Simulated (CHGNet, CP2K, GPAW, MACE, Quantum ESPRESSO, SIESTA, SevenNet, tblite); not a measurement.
**A faulty GPAW run on GaN(111) slab, H on both faces (54 atoms)**

Program: GPAW 26.7.0, a calculation on a cell of 18 Ga, 18 N and 18 H, with vacuum.

File run.py:

```python
import numpy as np
from ase.io import read
from gpaw import GPAW, FermiDirac

atoms = read("structure.xyz")
atoms.calc = GPAW(
    mode="lcao",
    basis="dzp",
    h=0.18,
    xc="PBE",
    kpts={"size": (1, 1, 1), "gamma": True},
    occupations=FermiDirac(0.05),
    maxiter=3,
    symmetry={"point_group": False},
    txt="gpaw.txt",
)
energy = atoms.get_potential_energy(force_consistent=True)
forces = atoms.get_forces()
print(f"energy {energy:.6f} eV")
print("forces (eV/A)")
for i, (a, f) in enumerate(zip(atoms, forces)):
    print(f"{i:4d} {a.symbol:2s} {f[0]:10.5f} {f[1]:10.5f} {f[2]:10.5f}")
print(f"Fermi level {atoms.calc.get_fermi_level():.4f} eV")
for k in range(len(atoms.calc.get_ibz_k_points())):
    for s in range(atoms.calc.get_number_of_spins()):
        e = atoms.calc.get_eigenvalues(kpt=k, spin=s)
        n = np.searchsorted(e, atoms.calc.get_fermi_level())
        print(f"k {k} spin {s} levels about the Fermi level:", np.round(e[max(n - 6, 0):n], 4).tolist(), "|", np.round(e[n:n + 6], 4).tolist())
```

File structure.xyz:

```xyz
54
Lattice="9.54594 0.00000 0.00000 -4.77297 8.26703 0.00000 0.00000 0.00000 17.82760" Properties=species:S:1:pos:R:3 pbc="T T T"
Ga 0.00215 7.33608 7.69386
N 0.00816 5.52494 6.98806
Ga -1.58615 6.46482 10.25354
N 0.03818 7.31814 9.59963
Ga 1.61675 4.56712 7.67193
N 1.58854 2.78053 7.04351
Ga 0.01141 3.73232 10.27993
N 1.55666 4.58506 9.58465
Ga 3.15909 7.35146 7.69831
N 3.17541 5.49766 6.99198
[... 40 atom lines left out ...]
H 7.96470 2.73201 6.00166
H 6.39177 3.72330 11.83111
H 9.50714 0.01149 5.93784
H 7.95096 0.89375 11.81560
```

Run with:

```
> OMP_NUM_THREADS=1 python run.py > output.txt
```

The log of the run:

```text
gpaw.KohnShamConvergenceError
```

gpaw.txt:

```text
Input parameters:
  mode=LCAO(),
  basis={'default': 'dzp'},
  h=0.18,
  kpts=MonkhorstPack(size=(1, 1, 1), gamma=True),
  maxiter=3,
  occupations=Occupations(name='fermi-dirac', width=0.05, fixmagmom=False),
  symmetry=Symmetry(point_group=False),
  xc=XC(name='PBE')
Unit cell  # Å
| periodic |         x |        y |         z |   lengths |     angles |
|----------|-----------|----------|-----------|-----------|------------|
|      yes |  9.545940 | 0.000000 |  0.000000 |  9.545940 |  90.000000 |
|      yes | -4.772970 | 8.267030 |  0.000000 |  9.545943 |  90.000000 |
|      yes |  0.000000 | 0.000000 | 17.827600 | 17.827600 | 119.999990 |
Number of symmetries: 1
Symmetry operations  # r_c * U_cc + t_c -> r_c
|   | kind |            matrix            |
|---|------|------------------------------|
| 0 |  E   |  1, 0, 0,  0, 1, 0,  0, 0, 1 |
BZ-sampling:
  Number of BZ points: 1
  Number of IBZ points: 1
  Monkhorst-Pack size: [1, 1, 1]
  Monkhorst-Pack shift: [0, 0, 0]
K-points  # in reciprocal-cell coordinates
|   |                                coordinates |     weight |
|---|--------------------------------------------|------------|
| 0 | (  0.00000000,   0.00000000,   0.00000000) | 1.00000000 |
basis functions: 558
Spin-components: 1 (collinear spins)
Bands:           102
Projectors:      234
Spin-degeneracy: 2
Datatype:        <class 'float'>
Parallelization:
  kpt:    1
  domain: 1
  band:   1
Density:
  Valence electrons: 162.0
  Components: 1
  Grid points: [ 44  44 100]
  Charge: 0.0  # |e|
Potential:
  Grid points: [ 44  44 100]
species:
  Ga:
    name:    Gallium
    Z:       31.0
    valence: 3
    core:    28
    LCAO basis set for Ga:
      Name: dzp
      Number of radial functions: 5
      Number of spherical harmonics: 13
        l=0, rc=7.2656 Bohr: 4s-sz confined orbital
        l=1, rc=10.3438 Bohr: 4p-sz confined orbital
        l=0, rc=4.1406 Bohr: 4s-dz split-valence wave
        l=1, rc=6.0938 Bohr: 4p-dz split-valence wave
        l=2, rc=10.3438 Bohr: d-type Gaussian polarization
      Number of RI-basis functions 0
  N:
    name:    Nitrogen
    Z:       7.0
    valence: 5
    core:    2
    LCAO basis set for N:
      Name: dzp
      Number of radial functions: 5
      Number of spherical harmonics: 13
        l=0, rc=4.8594 Bohr: 2s-sz confined orbital
        l=1, rc=6.0625 Bohr: 2p-sz confined orbital
        l=0, rc=2.6094 Bohr: 2s-dz split-valence wave
        l=1, rc=3.2656 Bohr: 2p-dz split-valence wave
        l=2, rc=6.0625 Bohr: d-type Gaussian polarization
      Number of RI-basis functions 0
  H:
    name:    Hydrogen
    Z:       1.0
    valence: 1
    core:    0
    LCAO basis set for H:
      Name: dzp
      Number of radial functions: 3
      Number of spherical harmonics: 5
        l=0, rc=6.4219 Bohr: 1s-sz confined orbital
        l=0, rc=3.6094 Bohr: 1s-dz split-valence wave
        l=1, rc=6.4219 Bohr: p-type Gaussian polarization
      Number of RI-basis functions 0
Reference energy: -978819.897518  # eV
eigensolver:
density mixing:
  MSR1-Mixer
occupation numbers:
  Fermi-Dirac:
    width: 0.0500  # eV
FastPoissonSolver using
    Stencil: 8*3+1=25 point O(h^6) finite-difference Laplacian
xc functional:
  name: PBE with 2 nearest neighbor stencil
interpolation: tri-quintic # 5. degree polynomial
Initialization done in: 5.606 s
convergence criteria:
- Maximum [total energy] change in last 3 cyles: 0.0005 eV / valence electron
- Maximum integral of absolute [dens]ity change: 0.0001 electrons / valence electron
- Maximum integral of absolute [eigenst]ate change: 4e-08 eV^2 / valence electron
maximum number of iterations: 3
SCF iterations
|iter     |      energy | eigst |  dens |
|---------|-------------|-------|-------|
|iter:   1| -282.922075 |      c|       |
|iter:   2| -275.318337 |      c| -0.61 |
|iter:   3| -253.442333 |      c| -0.66 |
timing:  # [seconds]
  Total: 20.075  # ━━━━━━━━━━━━━━━━━━━━━━━━━━━━━━━━━━━━━━━━━━━━━━━━━━━━━━━━━━
  Init:   5.606  # ━━━━━━━━━━━━━━━━
  SCF:   14.425  # ━━━━━━━━━━━━━━━━━━━━━━━━━━━━━━━━━━━━━━━━━╸
```

Run time: 21 s. Hardware: 1 thread of Arm Neoverse V2, shared host; peak memory 1.1 GiB.

Banners, paths, timers and routine set-up lines are dropped from the logs unmarked, and long logs keep their key lines alone; longer cuts are marked.

**Question.** What is wrong with this input?

Too few SCF iterations: iteration limit 3.

The run ended unconverged.

[Also dropped from logs without a mark: logging warnings of Python, and SIESTA's first energy breakdown and zero terms.]

[Logs are printed without paths, hosts, clocks, repeated set-up lines and the standing remarks that a program may print on its own settings, such as how far it seeks lower states.]

[Hosts, paths, dates, database ids (printed as entryN), source tags and the programs' standing remarks are cut or masked in the printed files.]
